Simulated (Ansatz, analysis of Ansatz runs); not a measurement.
# Li5NbO5 (C2/m), nudged elastic band: H transfer from O to O (q = +1)

How high is the barrier when H changes place in Li5NbO5 (C2/m)? The case: H transfer from O to O, charge +1, in a cell of 88 host atoms with 1 H put in.

Program: Ansatz 0.2.0. Level of theory: plane-wave PAW DFT, PBEsol; nudged elastic band between two relaxed defect structures at fixed charge in a uniform background. Results are calculated unless marked as measured.

This is a report of a sequence of runs, with most program output left out.

## Step 1: Set-up

The cell holds 89 atoms: 40 Li, 8 Nb, 40 O and 1 H. Cell: a = 10.448 Å, b = 10.448 Å, c = 11.553 Å, α = 107.3°, β = 107.3°, γ = 45.1°. It derives from Li5NbO5 (space group C2/m). Nearest the centre at fractional (0.497, 0.497, 0.377): H89 at 0.41 Å, O8 at 1.38 Å, O77 at 1.40 Å, Nb83 at 1.40 Å, Li69 at 1.49 Å, O42 at 2.45 Å, O64 at 2.45 Å, Li24 at 2.69 Å. The cell carries charge +1.

The cell's shortest repeat is 8.0 Å.

## Step 2: Relaxation of the start point, charge +1

A barrier is counted from a minimum, so both ends are relaxed first. Small random displacements break the symmetry of the ideal sites, so that the defect can distort if it gains by it. The charge of +1 is set by the electron count, and a uniform background keeps the cell neutral.

File qp1.start/input.yaml:

```yaml
crystal:
  lattice:
    - [9.64854378, -4.00795932, 0.00669279]
    - [9.64854378, 4.00795932, 0.00669279]
    - [-3.7205883, 0.0, 10.93780668]
  atoms:
    - { symbol: Li, position: [0.35558637, 0.35558637, 0.17163026] }
    - { symbol: Li, position: [0.3452938, 0.3452938, 0.43105463] }
    - { symbol: Li, position: [0.0, 0.0, 0.25] }
    - { symbol: Li, position: [0.1547062, 0.1547062, 0.06894537] }
    - { symbol: Li, position: [0.14441363, 0.14441363, 0.32836974] }
    - { symbol: Nb, position: [0.0, 0.0, 0.0] }
    - { symbol: O, position: [0.42680537, 0.42680537, 0.08691874] }
    - { symbol: O, position: [0.42117347, 0.42117347, 0.34089219] }
[... 77 atom lines left out ...]
    - { symbol: O, position: [0.75, 0.75, 0.5] }
    - { symbol: O, position: [0.57882653, 0.57882653, 0.65910781] }
    - { symbol: O, position: [0.57319463, 0.57319463, 0.91308126] }
    - { symbol: H, position: [0.518995, 0.518995, 0.387426] }
total_charge: 1
basis:
  ecutwfc: 420
  xc_grid: 2
hamiltonian:
  xc: pbesol
kpoints:
  mp_grid: { grid: [1, 1, 1], shift: [0.25, 0.25, 0.25] }
scf:
  occupations: { method: fixed }
  max_iter: 150
output:
  forces: true
relax:
  f_tol: 0.02
  max_steps: 70
  random_displacement: { amplitude: 0.03, seed: 268 }
```

Run with:

```bash
$ ansatz run input.yaml --threads 32 --pin off --max-ram 84787MiB --backend cuda --events-out ev --progress --plain --runs-dir out --max-vram 78GiB
```

The job ended after 23 s (1 × NVIDIA GB200 with 32 threads of Arm Neoverse V2, shared host; peak memory 1.4 GiB).

Relaxation path:

| step | energy less that of the first step (eV) | largest force component (eV/Å) |
| --- | --- | --- |
| 1 | 0.0000 | 11.2509 |
| 5 | -3.5672 | 0.1870 |
| 9 | -3.7573 | 0.5471 |
| 13 | -3.8865 | 0.2751 |
| 17 | -3.9125 | 0.0997 |
| 21 | -3.9625 | 0.8584 |
| 25 | -4.0251 | 0.8467 |
| 29 | -4.1335 | 0.1375 |
| 33 | -4.1402 | 0.0118 |

Relaxation step 25 was tried and not accepted.

The atoms that moved most (Å, from the sites as typed, ahead of the random displacement, the mean shift of all atoms taken out):

| atom | dx | dy | dz | length |
| --- | --- | --- | --- | --- |
| H89 | 1.579 | -0.736 | -0.143 | 1.748 |
| Li71 | 0.300 | 0.177 | -0.105 | 0.364 |
| Li46 | -0.095 | -0.273 | 0.162 | 0.331 |
| O52 | -0.260 | 0.113 | 0.073 | 0.293 |
| O42 | 0.156 | -0.074 | -0.096 | 0.198 |
| Nb83 | -0.155 | -0.104 | 0.063 | 0.197 |
| O86 | 0.020 | 0.034 | -0.189 | 0.194 |
| O20 | -0.019 | 0.045 | -0.168 | 0.175 |

Neighbours of H89 at the end:

| atom | distance (Å) |
| --- | --- |
| O77 | 1.002 |
| O52 | 1.742 |
| Li71 | 1.747 |
| Li46 | 1.766 |
| Li69 | 2.197 |
| Li81 | 2.305 |
| O76 | 2.528 |
| Li45 | 2.665 |

Read from the output:

- free energy: -66639.9316 eV
- r.m.s. move of the farther half of the atoms: 0.05993 Å
- largest move from the ideal geometry of this structure, a common shift of the far atoms taken out: 1.764 Å

The relaxation gained 4.140 eV and ended with a largest force component of 0.012 eV/Å.

## Step 3: Relaxation of the end point, charge +1

The end point is relaxed in the same cell and settings, so that the two energies compare. Atoms more than 3.2 Å from the middle of the hop start where the first relaxation left them, the nearer ones on or close to their ideal places, with small random displacements.

File qp1.end/input.yaml:

```yaml
crystal:
  lattice:
    - [9.64854378, -4.00795932, 0.00669279]
    - [9.64854378, 4.00795932, 0.00669279]
    - [-3.7205883, 0.0, 10.93780668]
  atoms:
    - { symbol: Li, position: [0.35558637, 0.35558637, 0.17163026] }
    - { symbol: Li, position: [0.3452938, 0.3452938, 0.43105463] }
[... 5 atom lines left out ...]
    - { symbol: O, position: [0.42117347, 0.42117347, 0.34089219] }
[... 15 atom lines left out ...]
    - { symbol: Li, position: [0.3452938, 0.8452938, 0.43105463] }
[... 2 atom lines left out ...]
    - { symbol: Li, position: [0.14441363, 0.64441363, 0.32836974] }
[... 14 atom lines left out ...]
    - { symbol: O, position: [0.25, 0.75, 0.5] }
[... 3 atom lines left out ...]
    - { symbol: Li, position: [0.8452938, 0.3452938, 0.43105463] }
[... 2 atom lines left out ...]
    - { symbol: Li, position: [0.64441363, 0.14441363, 0.32836974] }
[... 14 atom lines left out ...]
    - { symbol: O, position: [0.75, 0.25, 0.5] }
[... 4 atom lines left out ...]
    - { symbol: Li, position: [0.5, 0.5, 0.25] }
[... 7 atom lines left out ...]
    - { symbol: O, position: [0.57319463, 0.57319463, 0.41308126] }
[... 5 atom lines left out ...]
    - { symbol: Nb, position: [0.5, 0.5, 0.5] }
[... 5 atom lines left out ...]
    - { symbol: H, position: [0.474563, 0.474563, 0.366483] }
total_charge: 1
basis:
  ecutwfc: 420
  xc_grid: 2
hamiltonian:
  xc: pbesol
kpoints:
  mp_grid: { grid: [1, 1, 1], shift: [0.25, 0.25, 0.25] }
scf:
  occupations: { method: fixed }
  max_iter: 150
output:
  forces: true
relax:
  f_tol: 0.02
  max_steps: 70
  random_displacement: { amplitude: 0.01, seed: 268 }
```

Wall time 8.3 s (1 × NVIDIA GB200 with 32 threads); peak memory 1.4 GiB.

The steps of the relaxation:

```csv
step,energy less that of the first step (eV),largest force component (eV/Å)
1,0.0000,15.5367
5,-4.1988,0.9327
9,-4.5201,1.0511
13,-4.5756,0.0251
14,-4.5758,0.0127
```

The atoms that moved most (Å, from the sites as typed, ahead of the random displacement):

```csv
atom,dx,dy,dz,length
H89,-0.521,-0.019,-1.180,1.290
Li69,0.405,0.045,-0.048,0.410
Li1,-0.273,-0.022,-0.203,0.341
O52,0.250,-0.094,-0.060,0.274
O86,-0.148,-0.001,0.165,0.221
O7,0.020,-0.007,0.204,0.205
O20,-0.082,-0.011,0.160,0.180
O42,-0.097,-0.036,-0.140,0.174
```

Neighbours of H89 at the end:

```
atom  distance (Å)
  O8         0.992
 Li1         1.757
  O7         1.800
Li69         1.857
Li49         2.353
Li27         2.375
 O54         2.773
 O77         2.794
 O32         2.795
Nb83         2.845
```

Numbers from this step:

| Quantity | Value |
| --- | --- |
| free energy | -66640.2170 eV |
| r.m.s. move of the farther half of the atoms | 0.04645 Å |
| largest move from the ideal geometry of this structure, a common shift of the far atoms taken out | 1.301 Å |

The relaxation gained 4.576 eV and ended with a largest force component of 0.013 eV/Å. The end lies 0.285 eV below the start.

[end of part 1 of 2]

[Logs are printed without paths, hosts, clocks, repeated set-up lines and the standing remarks that a program may print on its own settings, such as how far it seeks lower states.]

[Hosts, paths, dates, database ids (printed as entryN), source tags and the programs' standing remarks are cut or masked in the printed files.]
